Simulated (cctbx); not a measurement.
# Diagnosing a refinement

Cell a = 4.5570 Å, b = 8.9510 Å, c = 9.1870 Å, α = 90.00°, β = 90.00°, γ = 90.00°; space group Pmmm (no. 47).

Simulated single-crystal data (cctbx): synchrotron X-rays, λ = 0.6889 Å, to d = 0.8 Å, 70 % of the full sphere, strongest reflection 70000 counts, noise from counting, a 3 % proportional error and a noise floor of 2 counts (s.d.); no absorption, and some extinction, which the refinements don't model.

An anisotropic refinement with weights 1/σ² prints:

```text
Rint 0.024, 72 unique reflections to 1.60 A
cycle     R1     wR2    GooF  max shift (A)
   1  0.0138  0.0299   1.732   0.00465
   2  0.0090  0.0160   0.928   0.00001
final R1 0.0090 wR2 0.0160 GooF 0.928  parameters 39  data/parameter 1.8
atom        x        y        z      Ueq    occ   su(xyz)  su(Uiso or U11)
Nd1    0.50000  0.50000  0.27322   0.0067  1.000  0.00007  0.0012
Sr1    0.50000  0.00000  0.24890   0.0096  1.000  0.00009  0.0018
Co1    0.00000  0.25253  0.00000   0.0167  1.000  0.00015  0.0029
Co2    0.00000  0.25063  0.50000   0.0098  1.000  0.00014  0.0036
S1     0.00000  0.28481  0.76252   0.0161  1.000  0.00032  0.0028
S2     0.00000  0.00000  0.50000   0.0121  1.000  0.00000  0.0043
S3     0.00000  0.00000  0.00000   0.0222  1.000  0.00000  0.0042
S4     0.50000  0.31184  0.00000   0.0058  1.000  0.00040  0.0033
S5     0.50000  0.26907  0.50000   0.0146  1.000  0.00032  0.0062
S6     0.00000  0.50000  0.50000   0.0133  1.000  0.00000  0.0048
difference map: max 0.16 min -0.26 rms 0.05
Q1    0.5000  0.1646  0.1281    4    0.16  1.77 A from S4
Q2    0.0000  0.0921  0.1401    4    0.15  1.53 A from S3
Q3    0.5000  0.1347  0.3806    4    0.14  1.63 A from S5
Q4    0.0000  0.0763  0.3577    4    0.13  1.48 A from S2
Q5    0.0000  0.3888  0.3707    4    0.11  1.54 A from S1
Q6    0.5000  0.3343  0.3765    4    0.10  1.28 A from S5
```

Q: Accept it or mend it, and why?

Mend it. The fault: data cut at low resolution. Against the right model at the same level, R1 goes from 0.0099 to 0.0090 and GooF from 0.95 to 0.93. The atoms are right, but there are too few data for the parameters: R1 flatters and the s.u.s grow. Data per parameter fall from 12.5 to 1.8.

The compound is Sr2Nd2Co4S11. The right model at the same level gives:

```text
Rint 0.024, 489 unique reflections to 0.80 A
cycle     R1     wR2    GooF  max shift (A)
   1  0.0193  0.0511   2.189   0.00171
   2  0.0099  0.0222   0.953   0.00000
final R1 0.0099 wR2 0.0222 GooF 0.953  parameters 39  data/parameter 12.5
atom        x        y        z      Ueq    occ   su(xyz)  su(Uiso or U11)
Nd1    0.50000  0.50000  0.27312   0.0081  1.000  0.00002  0.0001
Sr1    0.50000  0.00000  0.24898   0.0093  1.000  0.00003  0.0001
Co1    0.00000  0.25259  0.00000   0.0155  1.000  0.00004  0.0002
Co2    0.00000  0.25061  0.50000   0.0094  1.000  0.00004  0.0002
S1     0.00000  0.28410  0.76248   0.0181  1.000  0.00007  0.0003
S2     0.00000  0.00000  0.50000   0.0142  1.000  0.00000  0.0004
S3     0.00000  0.00000  0.00000   0.0232  1.000  0.00000  0.0005
S4     0.50000  0.31146  0.00000   0.0086  1.000  0.00007  0.0003
S5     0.50000  0.26864  0.50000   0.0160  1.000  0.00008  0.0004
S6     0.00000  0.50000  0.50000   0.0180  1.000  0.00000  0.0005
difference map: max 0.28 min -0.41 rms 0.09
Q1    0.0000  0.3386  0.3632    4    0.28  1.25 A from S1
Q2    0.5000  0.0000  0.3971    2    0.28  1.36 A from Sr1
Q3    0.0000  0.4496  0.3369    4    0.28  1.56 A from S6
Q4    0.5000  0.1318  0.1166    4    0.27  1.69 A from Sr1
Q5    0.0000  0.1339  0.1387    4    0.27  1.62 A from S1
Q6    0.2257  0.5000  0.2904    4    0.26  1.26 A from Nd1
```

Isotropic U is held between 0.0001 and 1 Å² by the program, and listed peak heights are interpolated, so they can pass the grid's maximum.

The model is made up (kin elements in a known structure type, no relaxation), so it says nothing on whether the phase exists.

[Middle refinement cycles are left out of these outputs.]

[Logs are printed without paths, hosts, clocks, repeated set-up lines and the standing remarks that a program may print on its own settings, such as how far it seeks lower states.]
